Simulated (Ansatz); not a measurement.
# K on Au(111): change of the work function, part 2 of 3

How does K on the fcc site change the work function of Au(111) as the layer fills?

Ansatz 0.2.0; plane-wave DFT, PBE, Ansatz PAW.

So far, work function, upper face (eV): step 2 (the clean slab) 5.16.

## 3. Adsorbate added, k-mesh 4×4×1, coverage 0.111 ML

System of this step: KAu36 (K/Au(111)). The cell holds 37 atoms: 36 Au and 1 K. Cell: a = 8.655 Å, b = 8.655 Å, c = 28.361 Å, α = 90.0°, β = 90.0°, γ = 60.0°. Vacuum lies along c.

The clean slab as it ended is repeated in the plane and the adsorbate is set on one face; the cell's size fixes the coverage, and the k-mesh shrinks with it to keep the sampling density about even. Adsorbate and upper layers relax, since the dipole depends on the height.

The input, input.yaml:

```yaml
crystal:
  lattice:
    - [8.6549870016, 0.0, 0.0]
    - [4.3274935008, 7.4954386128, 0.0]
    - [0.0, 0.0, 28.3608952463]
  atoms:
    - { symbol: Au, position: [0.0, 0.0, 0.3173383605] }
    - { symbol: Au, position: [0.1111111111, 0.1111111111, 0.400396003] }
    - { symbol: Au, position: [0.2222222222, 0.2222222222, 0.4863243767] }
    - { symbol: Au, position: [0.0, 0.0, 0.5744561069] }
    - { symbol: Au, position: [0.0, 0.3333333333, 0.3173383605] }
    - { symbol: Au, position: [0.1111111111, 0.4444444444, 0.400396003] }
    - { symbol: Au, position: [0.2222222222, 0.5555555556, 0.4863243767] }
    - { symbol: Au, position: [0.0, 0.3333333333, 0.5744561069] }
    - { symbol: Au, position: [0.0, 0.6666666667, 0.3173383605] }
    - { symbol: Au, position: [0.1111111111, 0.7777777778, 0.400396003] }
    - { symbol: Au, position: [0.2222222222, 0.8888888889, 0.4863243767] }
    - { symbol: Au, position: [0.0, 0.6666666667, 0.5744561069] }
    - { symbol: Au, position: [0.3333333333, 0.0, 0.3173383605] }
    - { symbol: Au, position: [0.4444444444, 0.1111111111, 0.400396003] }
    - { symbol: Au, position: [0.5555555556, 0.2222222222, 0.4863243767] }
    - { symbol: Au, position: [0.3333333333, 0.0, 0.5744561069] }
    - { symbol: Au, position: [0.3333333333, 0.3333333333, 0.3173383605] }
    - { symbol: Au, position: [0.4444444444, 0.4444444444, 0.400396003] }
    - { symbol: Au, position: [0.5555555556, 0.5555555556, 0.4863243767] }
    - { symbol: Au, position: [0.3333333333, 0.3333333333, 0.5744561069] }
    - { symbol: Au, position: [0.3333333333, 0.6666666667, 0.3173383605] }
    - { symbol: Au, position: [0.4444444444, 0.7777777778, 0.400396003] }
    - { symbol: Au, position: [0.5555555556, 0.8888888889, 0.4863243767] }
    - { symbol: Au, position: [0.3333333333, 0.6666666667, 0.5744561069] }
    - { symbol: Au, position: [0.6666666667, 0.0, 0.3173383605] }
    - { symbol: Au, position: [0.7777777778, 0.1111111111, 0.400396003] }
    - { symbol: Au, position: [0.8888888889, 0.2222222222, 0.4863243767] }
    - { symbol: Au, position: [0.6666666667, 0.0, 0.5744561069] }
    - { symbol: Au, position: [0.6666666667, 0.3333333333, 0.3173383605] }
    - { symbol: Au, position: [0.7777777778, 0.4444444444, 0.400396003] }
    - { symbol: Au, position: [0.8888888889, 0.5555555556, 0.4863243767] }
    - { symbol: Au, position: [0.6666666667, 0.3333333333, 0.5744561069] }
    - { symbol: Au, position: [0.6666666667, 0.6666666667, 0.3173383605] }
    - { symbol: Au, position: [0.7777777778, 0.7777777778, 0.400396003] }
    - { symbol: Au, position: [0.8888888889, 0.8888888889, 0.4863243767] }
    - { symbol: Au, position: [0.6666666667, 0.6666666667, 0.5744561069] }
    - { symbol: K, position: [0.1111111111, 0.1111111111, 0.6826616395] }
kpoints:
  mp_grid: { grid: [4, 4, 1] }
hamiltonian:
  xc: pbe
scf:
  occupations: { method: fermi_dirac, width: 0.1 }
  convergence: { dr2_threshold: 1.0e-08 }
efield:
  axis: 3
  dipole_correction: true
  ramp_position: 0.97
  ramp_width: 0.06
relax:
  f_tol: 0.02
  max_steps: 60
  constraints:
    - { sites: [0, 1, 4, 5, 8, 9, 12, 13, 16, 17, 20, 21, 24, 25, 28, 29, 32, 33] }
output:
  write_potential: true
  write_density: true
  volumetric_format: npy
```

On the command line:

```bash
$ ansatz run input.yaml --threads 4 --pin off --max-ram 16384MiB --backend cpu --events-out ev --progress --plain --runs-dir out
```

Output:

```text
[...]
Crystal: 37 atoms, lattice volume = 1839.854 Å³
Basis set: ecut = 420 eV, 35957 PW (Γ), exchange–correlation on 120×120×384 points (8 copies of the dense FFT grid, shifted against one another)
Bands: 416, of which v1, the nominal top of the filled ones, is band 347 counted from 1 (346 counted from 0)
Symmetry: 6 space group operations
[...]
k-points: 4 of 16 (time reversal used)
[...]
SCF iter   1: F=—  HF=-474909.302078 eV  |F-HF|=—  |Δ(HF+E_count)|=         —  Δρ=2.57e-3  dr2=2.09e0  ethr=1.77e-3  p=1.109 e·Å  D=1.09e-1 V/Å  ΔV_dip=-3.09 eV  dr2_dipole=8.66e-2  V_vac-E_F(+/−)=1.52/4.62 eV  ⟨swp⟩=6.5  Hψ=6533  notcnv=0  defer=138
[...]
SCF iter  10: F=-474909.232132 eV  HF=-474909.232132 eV  |F-HF|=9.95e-9  |Δ(HF+E_count)|=   2.06e-8  Δρ=2.98e-7  dr2=3.79e-9  ethr=1.44e-12  p=1.225 e·Å  D=1.20e-1 V/Å  ΔV_dip=-3.42 eV  dr2_dipole=9.47e-10  V_vac-E_F(+/−)=1.68/5.09 eV  ⟨swp⟩=9.5  Hψ=10965  notcnv=0
SCF 1 converged in 10 iterations: F = -474909.232132 eV  dr2 = 3.79e-9
[...]
relax step   1: F+E_penalty+E_count = -474909.23213215 eV  Δ(F+E_penalty+E_count) = +0.000e0 eV  max|allowed force component| = 6.142e-1 eV/Å  Δτ_max = 0.0000 Å  (10 SCF iters, accepted)
[...]
SCF iter   1: F=—  HF=-474909.316178 eV  |F-HF|=—  |Δ(HF+E_count)|=         —  Δρ=1.64e-3  dr2=7.22e-2  ethr=7.08e-6  p=1.225 e·Å  D=1.20e-1 V/Å  ΔV_dip=-3.42 eV  dr2_dipole=1.53e-2  V_vac-E_F(+/−)=1.69/5.10 eV  ⟨swp⟩=2.8  Hψ=6678  notcnv=0  defer=101
[...]
eigensolver tolerance schedule calibrated: the retry pair's looser diagonalisation under-reported the residual by θ = 0.32 (0.12/decade); ethr = c·dr2/N_el runs at the constant in force after the calibration composes with the one it found (an armed cap, an earlier calibration), c = 6.8e-2
[...]
SCF iter   2: F=—  HF=-474909.317847 eV  |F-HF|=—  |Δ(HF+E_count)|=   1.67e-3  Δρ=1.11e-3  dr2=6.13e-2  ethr=7.08e-6  p=1.174 e·Å  D=1.15e-1 V/Å  ΔV_dip=-3.27 eV  dr2_dipole=9.03e-3  V_vac-E_F(+/−)=1.83/5.10 eV  ⟨swp⟩=3.0  Hψ=2858  notcnv=0  defer=101
[...]
SCF iter   9: F=-474909.307267 eV  HF=-474909.307267 eV  |F-HF|=6.69e-9  |Δ(HF+E_count)|=   7.24e-8  Δρ=3.57e-7  dr2=6.23e-9  ethr=1.00e-12  p=1.147 e·Å  D=1.13e-1 V/Å  ΔV_dip=-3.20 eV  dr2_dipole=7.94e-11  V_vac-E_F(+/−)=1.90/5.10 eV  ⟨swp⟩=9.8  Hψ=10744  notcnv=0
SCF 2 converged in 9 iterations: F = -474909.307267 eV  dr2 = 6.23e-9
relax step   2: F+E_penalty+E_count = -474909.30726689 eV  Δ(F+E_penalty+E_count) = -7.513e-2 eV  max|allowed force component| = 4.377e-1 eV/Å  Δτ_max = 0.1226 Å  (9 SCF iters, accepted)
SCF iter   1: F=—  HF=-474909.347747 eV  |F-HF|=—  |Δ(HF+E_count)|=         —  Δρ=8.09e-4  dr2=1.97e-2  ethr=8.48e-5  p=1.147 e·Å  D=1.13e-1 V/Å  ΔV_dip=-3.20 eV  dr2_dipole=3.67e-3  V_vac-E_F(+/−)=1.90/5.10 eV  ⟨swp⟩=6.2  Hψ=4693  notcnv=0  defer=125
[...]
SCF iter   9: F=-474909.350836 eV  HF=-474909.350836 eV  |F-HF|=5.94e-9  |Δ(HF+E_count)|=   2.84e-8  Δρ=2.02e-7  dr2=2.13e-9  ethr=1.44e-12  p=1.038 e·Å  D=1.02e-1 V/Å  ΔV_dip=-2.90 eV  dr2_dipole=2.23e-10  V_vac-E_F(+/−)=2.20/5.10 eV  ⟨swp⟩=9.5  Hψ=10411  notcnv=0
SCF 3 converged in 9 iterations: F = -474909.350836 eV  dr2 = 2.13e-9
[...]
relax step   3: F+E_penalty+E_count = -474909.35083598 eV  Δ(F+E_penalty+E_count) = -4.357e-2 eV  max|allowed force component| = 3.979e-2 eV/Å  Δτ_max = 0.1932 Å  (9 SCF iters, accepted)
SCF iter   1: F=—  HF=-474909.351231 eV  |F-HF|=—  |Δ(HF+E_count)|=         —  Δρ=5.37e-4  dr2=4.84e-3  ethr=2.82e-6  p=1.038 e·Å  D=1.02e-1 V/Å  ΔV_dip=-2.90 eV  dr2_dipole=1.77e-6  V_vac-E_F(+/−)=2.20/5.10 eV  ⟨swp⟩=6.8  Hψ=5064  notcnv=0  defer=128
[...]
SCF iter   8: F=-474909.352420 eV  HF=-474909.352420 eV  |F-HF|=7.22e-9  |Δ(HF+E_count)|=   9.35e-8  Δρ=2.57e-7  dr2=6.57e-9  ethr=1.44e-12  p=1.043 e·Å  D=1.03e-1 V/Å  ΔV_dip=-2.91 eV  dr2_dipole=1.78e-9  V_vac-E_F(+/−)=2.19/5.10 eV  ⟨swp⟩=9.8  Hψ=10326  notcnv=0
SCF 4 converged in 8 iterations: F = -474909.352420 eV  dr2 = 6.57e-9
relax step   4: F+E_penalty+E_count = -474909.35242005 eV  Δ(F+E_penalty+E_count) = -1.584e-3 eV  max|allowed force component| = 1.729e-2 eV/Å  Δτ_max = 0.0176 Å  (8 SCF iters, accepted)
NSCF: frozen V_eff on 4 k-points
[...]
WARN: The output density's exchange-correlation potential varies sharply where the density is thin. Do not read a vacuum level from v_tot or v_xc, or from such a field of the output density. On a cell that repeats whose density bears no net charge and no dipole along the vacuum's axis use v_es (v_loc + v_h of the components); under efield.dipole_correction with no amplitude use v_es + v_field, which holds any externa [...]
SCF converged after 8 iterations
Free energy (F): -474909.352420 eV
[...]
Internal energy: -474908.718066 eV  (E = F + TS)
E sigma→0 (E₀):  -474909.035243 eV
Entropy (-TS):   -0.634354 eV (-17.145 meV/atom)
Fermi energy:    4.598655 eV
Dipole field:    D = 0.102646 V/Å  (p = 1.043675 e·Å, saw-weighted, corrected)
Work function:   Φ+ = 2.1866 eV   Φ− = 5.0977 eV
[...]
--- Forces (eV/Å), atoms counted from 1 ---
  atom   1  Au     0.00307285     0.00177411    -0.48166965
  atom   2  Au    -0.00000000     0.00000000     0.42432867
  atom   3  Au     0.00332748     0.00192112     0.01728652
  atom   4  Au    -0.00044252    -0.00025549    -0.00155117
  atom   5  Au     0.00000000    -0.00354822    -0.48166965
  atom   6  Au     0.01858043     0.01321675     0.46556851
  atom   7  Au     0.00702138    -0.00405380     0.01472522
  atom   8  Au    -0.00000000     0.00051098    -0.00155117
  atom   9  Au    -0.00281785     0.00162689    -0.47443014
  atom  10  Au    -0.00215582    -0.02269950     0.46556851
  atom  11  Au    -0.00000000    -0.00384224     0.01728652
  atom  12  Au     0.00188619    -0.00108899    -0.00087630
  atom  13  Au    -0.00307285     0.00177411    -0.48166965
  atom  14  Au     0.02073626     0.00948275     0.46556851
  atom  15  Au    -0.00000000     0.00810759     0.01472522
  atom  16  Au     0.00044252    -0.00025549    -0.00155117
  atom  17  Au    -0.00141418    -0.00081648    -0.47183917
  atom  18  Au    -0.00000000     0.00000000     0.51324107
  atom  19  Au    -0.00702138    -0.00405380     0.01472522
  atom  20  Au    -0.00184117    -0.00106300    -0.00541426
  atom  21  Au     0.00000000     0.00163295    -0.47183917
  atom  22  Au     0.00215582    -0.02269950     0.46556851
  atom  23  Au    -0.00159042     0.00091823     0.01418258
  atom  24  Au    -0.00000000     0.00212600    -0.00541426
  atom  25  Au     0.00000000    -0.00325377    -0.47443014
  atom  26  Au    -0.02073626     0.00948275     0.46556851
  atom  27  Au    -0.00332748     0.00192112     0.01728652
  atom  28  Au    -0.00000000     0.00217798    -0.00087630
  atom  29  Au     0.00141418    -0.00081648    -0.47183917
  atom  30  Au    -0.01858043     0.01321675     0.46556851
  atom  31  Au    -0.00000000    -0.00183646     0.01418258
  atom  32  Au     0.00184117    -0.00106300    -0.00541426
  atom  33  Au     0.00281785     0.00162689    -0.47443014
  atom  34  Au    -0.00000000     0.00000000     0.43473681
  atom  35  Au     0.00159042     0.00091823     0.01418258
  atom  36  Au    -0.00188619    -0.00108899    -0.00087630
  atom  37  K     -0.00000000     0.00000000     0.00307983
  max |Σ_I F_I| component: 3.83e-5 eV/Å
--- Band table (eV) ---
  k-point 0: bands = [... 343 lower, 3.0329, 3.6705, 3.6705, 3.7039, 3.7335, 3.7337, 3.7337, 4.3983, ... 65 higher]
  k-point 1: bands = [... 343 lower, 3.4868, 3.5038, 3.5314, 3.6957, 4.6044, 4.6096, 4.9181, 4.9457, ... 65 higher]
  k-point 2: bands = [... 343 lower, 4.5808, 4.5822, 4.5866, 4.5883, 5.1250, 5.1253, 5.1267, 5.1344, ... 65 higher]
  k-point 3: bands = [... 343 lower, 4.5840, 4.5931, 4.5995, 4.6207, 4.6717, 4.7129, 5.1277, 5.1492, ... 65 higher]
--- Relaxed structure (4 steps of the walk, 4 accepted, 0 SCFs on fresh bases) ---
  F+E_penalty+E_count = -474909.35242005 eV   max|allowed force component| = 1.729e-2 eV/Å
  atoms:
    - { symbol: Au, position: [1.111111e-11, 1.111111e-11, 0.3173383605] }
    - { symbol: Au, position: [0.111111, 0.111111, 0.400396] }
    - { symbol: Au, position: [0.222551, 0.222551, 0.485918] }
    - { symbol: Au, position: [-0.00125615, -0.00125615, 0.573747] }
    - { symbol: Au, position: [1.111108e-11, 0.333333, 0.3173383605] }
    - { symbol: Au, position: [0.111111, 0.444444, 0.400396] }
    - { symbol: Au, position: [0.222526, 0.555403, 0.486980] }
    - { symbol: Au, position: [-0.00125615, 0.335846, 0.573747] }
    - { symbol: Au, position: [-2.222222e-11, 0.666667, 0.3173383605] }
    - { symbol: Au, position: [0.111111, 0.777778, 0.400396] }
    - { symbol: Au, position: [0.222551, 0.888232, 0.485918] }
    - { symbol: Au, position: [0.000117721, 0.666608, 0.576220] }
    - { symbol: Au, position: [0.333333, 1.111111e-11, 0.3173383605] }
    - { symbol: Au, position: [0.444444, 0.111111, 0.400396] }
    - { symbol: Au, position: [0.555403, 0.222526, 0.486980] }
    - { symbol: Au, position: [0.335846, -0.00125615, 0.573747] }
    - { symbol: Au, position: [0.333333, 0.333333, 0.3173383605] }
    - { symbol: Au, position: [0.444444, 0.444444, 0.400396] }
    - { symbol: Au, position: [0.555403, 0.555403, 0.486980] }
    - { symbol: Au, position: [0.333339, 0.333339, 0.576846] }
    - { symbol: Au, position: [0.333333, 0.666667, 0.3173383605] }
    - { symbol: Au, position: [0.444444, 0.777778, 0.400396] }
    - { symbol: Au, position: [0.556308, 0.888513, 0.486147] }
    - { symbol: Au, position: [0.333339, 0.666656, 0.576846] }
    - { symbol: Au, position: [0.666667, -2.222220e-11, 0.3173383605] }
    - { symbol: Au, position: [0.777778, 0.111111, 0.400396] }
    - { symbol: Au, position: [0.888232, 0.222551, 0.485918] }
    - { symbol: Au, position: [0.666608, 0.000117721, 0.576220] }
    - { symbol: Au, position: [0.666667, 0.333333, 0.3173383605] }
    - { symbol: Au, position: [0.777778, 0.444444, 0.400396] }
    - { symbol: Au, position: [0.888513, 0.556308, 0.486147] }
    - { symbol: Au, position: [0.666656, 0.333339, 0.576846] }
    - { symbol: Au, position: [0.666667, 0.666667, 0.3173383605] }
    - { symbol: Au, position: [0.777778, 0.777778, 0.400396] }
    - { symbol: Au, position: [0.888513, 0.888513, 0.486147] }
    - { symbol: Au, position: [0.666608, 0.666608, 0.576220] }
    - { symbol: K, position: [0.111111, 0.111111, 0.671358] }
```

The job ended after 12 min (4 threads of Arm Neoverse V1, shared host; peak memory 10 GiB).

The steps of the relaxation:

| step | energy less that of the first step (eV) | largest force component (eV/Å) |
| --- | --- | --- |
| 1 | 0.0000 | 0.6142 |
| 2 | -0.0751 | 0.4377 |
| 3 | -0.1187 | 0.0398 |
| 4 | -0.1203 | 0.0173 |

The run keeps the 6 symmetry operations that the program found, so distortions that break them were not tested.

The atoms that moved most (Å):

| atom | dx | dy | dz | length |
| --- | --- | --- | --- | --- |
| K37 | 0.000 | 0.000 | -0.321 | 0.321 |
| Au24 | 0.000 | 0.000 | 0.068 | 0.068 |
| Au20 | 0.000 | 0.000 | 0.068 | 0.068 |
| Au32 | 0.000 | 0.000 | 0.068 | 0.068 |
| Au28 | 0.000 | 0.001 | 0.050 | 0.050 |
| Au12 | 0.001 | 0.000 | 0.050 | 0.050 |
| Au36 | -0.001 | 0.000 | 0.050 | 0.050 |
| Au8 | 0.000 | 0.019 | -0.020 | 0.028 |

Final coordinates:

```xyz
37
Lattice="8.6550 0.0000 0.0000 4.3275 7.4954 0.0000 0.0000 0.0000 28.3609" Properties=species:S:1:pos:R:3
Au    0.0000    0.0000    9.0000
Au    1.4425    0.8328   11.3556
Au    2.8893    1.6681   13.7811
Au   -0.0163   -0.0094   16.2720
Au    1.4425    2.4985    9.0000
Au    2.8850    3.3313   11.3556
Au    4.3295    4.1630   13.8112
Au    1.4425    2.5173   16.2720
Au    2.8850    4.9970    9.0000
Au    4.3275    5.8298   11.3556
Au    5.7700    6.6577   13.7811
Au    2.8858    4.9965   16.3421
Au    2.8850    0.0000    9.0000
Au    4.3275    0.8328   11.3556
Au    5.7700    1.6679   13.8112
Au    2.9013   -0.0094   16.2720
Au    4.3275    2.4985    9.0000
Au    5.7700    3.3313   11.3556
Au    7.2105    4.1630   13.8112
Au    4.3276    2.4985   16.3599
Au    5.7700    4.9970    9.0000
Au    7.2125    5.8298   11.3556
Au    8.6599    6.6598   13.7876
Au    5.7700    4.9969   16.3599
Au    5.7700    0.0000    9.0000
Au    7.2125    0.8328   11.3556
Au    8.6507    1.6681   13.7811
Au    5.7700    0.0009   16.3421
Au    7.2125    2.4985    9.0000
Au    8.6550    3.3313   11.3556
Au   10.0975    4.1698   13.7876
Au    7.2124    2.4985   16.3599
Au    8.6550    4.9970    9.0000
Au   10.0975    5.8298   11.3556
Au   11.5351    6.6598   13.7876
Au    8.6542    4.9965   16.3421
K     1.4425    0.8328   19.0403
```

Numbers from this step:

```
energy at zero smearing        : -474909.0352 eV
work function, upper face      : 2.187 eV
work function, lower face      : 5.098 eV
dipole along the normal        : 1.044 e·Å
step between the vacuum levels : -2.911 eV
```

Running mean over 2.356 Å of the planar mean; the ramp of the sawtooth is left out. Electron's electrostatic potential energy less the Fermi level against z:

z (Å), electron's electrostatic potential energy less the Fermi level (eV) and a bar from the least value:
```
        4       5.10 ##############################
        5       5.09 ##############################
        6       5.04 ##############################
        7       4.02 ############################
        8      -3.45 ###########
        9      -8.29 #
       10      -8.64 
       11      -8.72 
       12      -8.26 #
       13      -8.10 #
       14      -8.43 #
       15      -7.03 ####
       16      -8.07 #
       17      -6.26 #####
       18       0.93 #####################
       19       2.08 #######################
       20       1.81 #######################
       21       2.15 ########################
       22       2.18 ########################
       23       2.19 ########################
       24       2.19 ########################
       25       2.19 ########################
```

The relaxation took 4 steps and lowered the energy by 0.12 eV; the largest force on the free atoms ends at 0.017 eV/Å.

The covered face has 2.19 eV, -2.97 eV against the clean one; the bare back face has moved by +0.01 eV, a measure of how thin the slab is.

[end of part 2 of 3]

[Long decimals in the printed logs are rounded to 6 places.]

[Logs are printed without paths, hosts, clocks, repeated set-up lines and the standing remarks that a program may print on its own settings, such as how far it seeks lower states.]

[Hosts, paths, dates, database ids (printed as entryN), source tags and the programs' standing remarks are cut or masked in the printed files.]

[Maps of the electrostatic potential energy from Ansatz leave out the sawtooth potential of an applied field or a dipole correction, so their vacuum need not be flat; planar profiles and work functions include it.]
